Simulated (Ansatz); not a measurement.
# NaLiZnO2: complex band structure, part 2 of 2

A new crystal, NaLiZnO2: structure, gap and complex bands. It is built by putting O for S in the NaLiZnS2 structure of space group P3m1, with the volume rescaled by atomic radii. The parent structure comes from the Materials Project.

Ansatz 0.2.0; PBE DFT, plane waves, PAW files (the session's first sound run).

So far, gap on path (eV): step 3 (band edges) 1.60.

The structure was built from a prototype and need not be the compound's stable phase.

### Step 6. Complex bands, plane (101), k-mesh 10×10×10

The same for the (101) plane, at (0, 0) and (0.5, 0), to see how the decay depends on direction.

Contents of input.yaml:

```yaml
crystal:
  lattice:
    - [6.761254224, 0.0, 0.0]
    - [0.812434856, 3.213426023, 0.0]
    - [1.624869711, 1.298607088, 2.580615286]
  atoms:
    - { symbol: Na, position: [0.9779920576, 0.0, 0.0220079424] }
    - { symbol: Li, position: [0.6671775802, 0.3333333333, 0.6661557531] }
    - { symbol: Zn, position: [0.379512541, 0.6666666667, 0.2871541257] }
    - { symbol: O, position: [0.2600114631, 0.3333333333, 0.0733218702] }
    - { symbol: O, position: [0.7153063581, 0.6666666667, 0.9513603086] }
kpoints:
  mp_grid: { grid: [10, 10, 10] }
scf:
  occupations: { method: fixed }
hamiltonian:
  xc: pbe
output:
  eigenvalues: true
  transmission:
    leads: [[0, 0]]
    kpoints: [[0.0, 0.0], [0.5, 0.0]]
    e_range: [-1.0, 2.6]
    de: 0.06
```

Run with:

```console
$ ansatz run input.yaml --threads 2 --pin off --max-ram 4096MiB --backend cpu --events-out ev --progress --plain --runs-dir out
```

The job ended after 26 s (2 threads of Intel Xeon Platinum 8259CL at 2.50GHz (Skylake/Cascade Lake), shared host; peak memory 0.64 GiB; 51 s of CPU time).

This step gave:

```
level to which the leads are filled                       : 0.8015 eV from the Fermi level
decay constant at the filling level, zone centre          : 0.1776 Å⁻¹
decay constant at the filling level, slowest listed point : 0.1776 Å⁻¹
```

K parallel (0, 0); values up to 1.5 1/Å, a degenerate pair printed once or twice; energies at which all values exceed this have no row. Table of Im kz of the slowest decaying states by energy, zero at the highest filled level on the SCF mesh:

```
energy (eV)  decay 1 (Å⁻¹)  decay 2 (Å⁻¹)  decay 3 (Å⁻¹)  decay 4 (Å⁻¹)
      -1.00          0.395          0.720          0.729           1.11
      -0.88          0.359          0.639          0.703           1.11
      -0.70          0.478          0.691           1.12              -
      -0.58         0.0650          0.121          0.309          0.696
      -0.40          0.192          0.333          0.708           1.13
      -0.28          0.250          0.409          0.716           1.13
      -0.16          0.301          0.467          0.722           1.13
       0.02         0.0493          0.156          0.364          0.531
       0.14          0.115          0.399          0.411          0.461
       0.32          0.154          0.454          0.575          0.587
       0.44          0.167          0.479          0.632          0.639
       0.56          0.175          0.502          0.680          0.682
       0.74          0.178          0.531          0.737          0.742
       0.86          0.176          0.548          0.746          0.767
       1.04          0.166          0.570          0.746          0.807
       1.16          0.154          0.582          0.746          0.831
       1.28          0.137          0.593          0.745          0.852
       1.46          0.096          0.608          0.744          0.881
       1.58         0.0397          0.617          0.742          0.899
       1.76          0.628          0.739          0.922          0.989
       1.88          0.634          0.737          0.937           1.03
       2.00          0.639          0.734          0.950           1.06
       2.18          0.646          0.729          0.969           1.07
       2.30          0.650          0.726          0.980           1.07
       2.48          0.654          0.720          0.995           1.08
       2.60          0.656          0.716           1.01           1.08
```

K parallel (0, 0). Table of Re kz of states that move upwards by energy, zero at the highest filled level on the SCF mesh:

```
energy (eV)  channel 1 (Å⁻¹)  channel 2 (Å⁻¹)  channel 3 (Å⁻¹)  channel 4 (Å⁻¹)
    -1.0000           -0.614           -0.520           -0.251                -
    -0.7600           -0.467           -0.309           -0.157                -
    -0.5200           -0.733           -0.325                -                -
    -0.2200           -0.554           -0.316           -0.136                -
     0.0200                -                -                -                -
     0.2600                -                -                -                -
     0.5000                -                -                -                -
     0.7400                -                -                -                -
     0.9800                -                -                -                -
     1.2200                -                -                -                -
     1.5200                -                -                -                -
     1.7600            0.109                -                -                -
     2.0000            0.182                -                -                -
     2.2400            0.242                -                -                -
     2.4800            0.297                -                -                -
```

K parallel (0.5, 0); values up to 1.5 1/Å, a degenerate pair printed once or twice; energies at which all values exceed this have no row. The Im kz of the slowest decaying states by energy, zero at the highest filled level on the SCF mesh:

```
energy (eV)  decay 1 (Å⁻¹)  decay 2 (Å⁻¹)  decay 3 (Å⁻¹)  decay 4 (Å⁻¹)
      -1.00          0.115          0.201          0.796           1.03
      -0.88          0.212          0.717           1.02           1.13
      -0.70          0.230          0.561           1.02           1.14
      -0.58          0.233          0.402           1.01           1.15
      -0.40          0.196          0.275          0.284           1.00
      -0.28          0.259          0.358          0.363          0.998
      -0.16          0.308          0.410          0.429          0.992
       0.02          0.143          0.318          0.371          0.469
       0.14          0.214          0.408          0.488          0.500
       0.32          0.274          0.458          0.538          0.613
       0.44          0.300          0.488          0.560          0.654
       0.56          0.320          0.516          0.579          0.674
       0.74          0.342          0.553          0.603          0.709
       0.86          0.353          0.575          0.617          0.730
       1.04          0.364          0.606          0.635          0.760
       1.16          0.369          0.624          0.645          0.778
       1.28          0.372          0.642          0.653          0.795
       1.46          0.373          0.664          0.666          0.818
       1.58          0.371          0.670          0.681          0.832
       1.76          0.365          0.677          0.702          0.852
       1.88          0.358          0.681          0.716          0.864
       2.00          0.348          0.684          0.728          0.875
       2.18          0.328          0.687          0.747          0.871
       2.30          0.311          0.688          0.758          0.866
       2.48          0.275          0.689          0.776          0.858
       2.60          0.241          0.689          0.788          0.853
```

At the listed wavevectors the last open channel is at -0.04 eV and the next at +1.64 eV on the grid. At +0.80 eV, the grid energy nearest the filling level (the middle of the gap on the SCF mesh), the slowest state at the listed wavevectors decays with κ = 0.178 Å⁻¹, its amplitude falling by e over 5.6 Å; the first such run, plane (100), gave 0.174 Å⁻¹.

### Step 7. Band edges at another level, cutoff 500 eV

This step: r2SCAN DFT, plane waves, PAW files (Ansatz 0.2.0).

The edges again with r2SCAN, at the same atoms. Against that run the cutoff is 500 eV against 420.

Contents of input.yaml:

```yaml
crystal:
  lattice:
    - [3.3145372529, 0.0, 0.0]
    - [-1.6572686264, 2.8704734628, 0.0]
    - [0.0, 0.0, 5.8930808146]
  atoms:
    - { symbol: Na, position: [0.0, 0.0, 0.0220079424] }
    - { symbol: Li, position: [0.3333333333, 0.6666666667, 0.3328224198] }
    - { symbol: Zn, position: [0.6666666667, 0.3333333333, 0.620487459] }
    - { symbol: O, position: [0.3333333333, 0.6666666667, 0.7399885369] }
    - { symbol: O, position: [0.6666666667, 0.3333333333, 0.2846936419] }
kpoints:
  mp_grid: { grid: [8, 8, 4] }
  band_path: { path: [VBM, CBM], npoints: 30 }
scf:
  occupations: { method: fixed }
hamiltonian:
  xc: r2scan
output:
  eigenvalues: true
```

It took 11 s on 2 threads; peak memory 0.53 GiB.

This step gave:

| Quantity | Value |
| --- | --- |
| free energy | -6159.9452 eV |
| Fermi energy | 4.708 eV |
| gap on the k-mesh | 2.135 eV |
| gap on path | 2.135 eV, by band count; negative where bands overlap |
| direct gap on path | 2.135 eV |

Levels at VBM (eV): -5.46, -5.46, -5.11, -4.63, -4.63, -3.95, -0.60, -0.60, -0.14, 0.00, 0.00, 2.14, 7.70.

The searched edges give 2.14 eV, as on the mesh.

For the gap on path, step 3 gave 1.60 eV; this run, with r2SCAN and cutoff 500 eV, gives 2.14 eV.

### Step 8. Complex bands at another level, cutoff 500 eV

This step: r2SCAN DFT, plane waves, PAW files; complex bands by layer matching along the plane's normal (Ansatz 0.2.0).

The complex bands at that level, over its own gap, at (0, 0) and (0.5, 0).

Contents of input.yaml:

```yaml
crystal:
  lattice:
    - [3.314537253, 0.0, 0.0]
    - [0.0, 5.893080815, 0.0]
    - [1.657268626, 0.0, 2.870473463]
  atoms:
    - { symbol: Na, position: [0.0, 0.0220079424, 0.0] }
    - { symbol: Li, position: [0.3333333333, 0.3328224198, 0.3333333333] }
    - { symbol: Zn, position: [0.6666666667, 0.620487459, 0.6666666667] }
    - { symbol: O, position: [0.3333333333, 0.7399885369, 0.3333333333] }
    - { symbol: O, position: [0.6666666667, 0.2846936419, 0.6666666667] }
kpoints:
  mp_grid: { grid: [8, 4, 8] }
scf:
  occupations: { method: fixed }
hamiltonian:
  xc: r2scan
output:
  eigenvalues: true
  transmission:
    leads: [[0, 0]]
    kpoints: [[0.0, 0.0], [0.5, 0.0]]
    e_range: [-1.0, 3.14]
    de: 0.1
```

Elapsed: 19 s, on 2 threads; peak memory 0.7 GiB; 37 s of CPU time.

This step gave:

* level to which the leads are filled: 1.068 eV from the Fermi level
* decay constant at the filling level, zone centre: 0.2119 Å⁻¹
* decay constant at the filling level, slowest listed point: 0.2119 Å⁻¹

K parallel (0, 0); values up to 1.5 1/Å, a degenerate pair printed once or twice; energies at which all values exceed this have no row. Table of Im kz of the slowest decaying states by energy, zero at the highest filled level on the SCF mesh:

```
energy (eV)  decay 1 (Å⁻¹)  decay 2 (Å⁻¹)  decay 3 (Å⁻¹)  decay 4 (Å⁻¹)
      -1.00          0.122          0.678           1.09           1.24
      -0.80          0.552           1.09           1.24           1.46
      -0.70          0.469           1.09           1.23           1.46
      -0.50          0.120          0.165          0.216           1.10
      -0.30          0.202          0.357           1.09           1.22
      -0.20          0.221          0.405           1.09           1.21
       0.00        0.00795         0.0176          0.371          0.479
       0.10          0.102          0.301          0.395          0.509
       0.30          0.161          0.416          0.499          0.550
       0.50           0.19          0.450          0.601           1.09
       0.60          0.199          0.466          0.632           1.09
       0.80          0.210          0.495          0.682           1.10
       1.00          0.213          0.520          0.724           1.10
       1.10          0.212          0.531          0.742           1.11
       1.30          0.204          0.551          0.773           1.10
       1.50          0.189          0.567          0.801           1.08
       1.60          0.179          0.575          0.813           1.06
       1.80          0.149          0.588          0.835           1.04
       2.00         0.0989          0.599          0.854           1.01
       2.10         0.0514          0.604          0.862          0.995
       2.30          0.612          0.875          0.881          0.969
       2.40          0.615          0.878          0.892          0.956
       2.60          0.621          0.887          0.908          0.932
       2.80          0.624          0.897          0.910          0.921
       2.90          0.626          0.899          0.901          0.927
       3.10          0.627          0.879          0.910          0.936
```

K parallel (0, 0). Re kz of states that move upwards against energy, zero at the highest filled level on the SCF mesh:

```
energy (eV)  channel 1 (Å⁻¹)  channel 2 (Å⁻¹)  channel 3 (Å⁻¹)  channel 4 (Å⁻¹)
      -1.00           -0.546           -0.459           -0.239                -
      -0.70           -0.837           -0.403           -0.213           -0.115
      -0.40           -0.802           -0.589           -0.264                -
      -0.10           -0.323           -0.112                -                -
       0.00                -                -                -                -
       0.20                -                -                -                -
       0.50                -                -                -                -
       0.80                -                -                -                -
       1.00                -                -                -                -
       1.30                -                -                -                -
       1.60                -                -                -                -
       1.90                -                -                -                -
       2.20           0.0716                -                -                -
       2.50            0.179                -                -                -
       2.80            0.255                -                -                -
       3.10            0.321                -                -                -
```

K parallel (0.5, 0); values up to 1.5 1/Å, a degenerate pair printed once or twice; energies at which all values exceed this have no row. Im kz of the slowest decaying states against energy, zero at the highest filled level on the SCF mesh:

```
energy (eV)  decay 1 (Å⁻¹)  decay 2 (Å⁻¹)  decay 3 (Å⁻¹)  decay 4 (Å⁻¹)
      -1.00          0.153          0.316          0.474           1.39
      -0.70         0.0521          0.311          0.534           1.42
      -0.40          0.185          0.542          0.576           1.45
      -0.10          0.358          0.614          0.645           1.47
       0.00          0.387          0.626          0.671           1.48
       0.20          0.429          0.649          0.715           1.49
       0.50          0.470          0.678          0.768           1.50
       0.80          0.495          0.702          0.811              -
       1.00          0.508          0.715          0.835              -
       1.30          0.521          0.730          0.867              -
       1.60          0.529          0.741          0.895              -
       1.90          0.534          0.749          0.919           1.50
       2.20          0.536          0.753          0.941           1.49
       2.50          0.535          0.754          0.962           1.48
       2.80          0.531          0.753          0.981           1.46
       3.10          0.526          0.749          1.000           1.45
```

At the listed wavevectors the last open channel is at -0.10 eV and the next at +2.20 eV on the grid. At +1.10 eV, the grid energy nearest the filling level (the middle of the gap on the SCF mesh), the slowest state at the listed wavevectors decays with κ = 0.212 Å⁻¹, its amplitude falling by e over 4.7 Å; the first such run, plane (100), gave 0.174 Å⁻¹.

### Step 9. What came out

```yaml
band_gap: 1.60 eV
least_decay_constant_at_mid_gap_normal_to_100: 0.174 Å⁻¹
least_decay_constant_at_mid_gap_normal_to_101: 0.178 Å⁻¹
least_decay_constant_on_a_mesh_normal_to_100: 0.174 Å⁻¹
least_decay_constant_r2scan: 0.212 Å⁻¹
```

**Reading.** With PBE, the slowest decay at the wavevectors tried is κ = 0.174 Å⁻¹, normal to (100). Through such a film the transmission near mid-gap falls as exp(−2κd), a factor of ten every 6.6 Å. The directions tried decay at nearly the same rate. A free electron under a barrier of half the gap would need a mass of 0.14 mₑ to decay at this rate. With r2SCAN the gap goes from 1.60 to 2.14 eV and the decay constant, over the first 2 listed wavevectors, from 0.174 to 0.212 Å⁻¹. The compound is made up by substitution; its stability against other phases and against distortions of the cell's symmetry was not tested. A semilocal functional narrows gaps, so real decay constants are likely larger.

[Logs are printed without paths, hosts, clocks, repeated set-up lines and the standing remarks that a program may print on its own settings, such as how far it seeks lower states.]

[Hosts, paths, dates, database ids (printed as entryN), source tags and the programs' standing remarks are cut or masked in the printed files.]
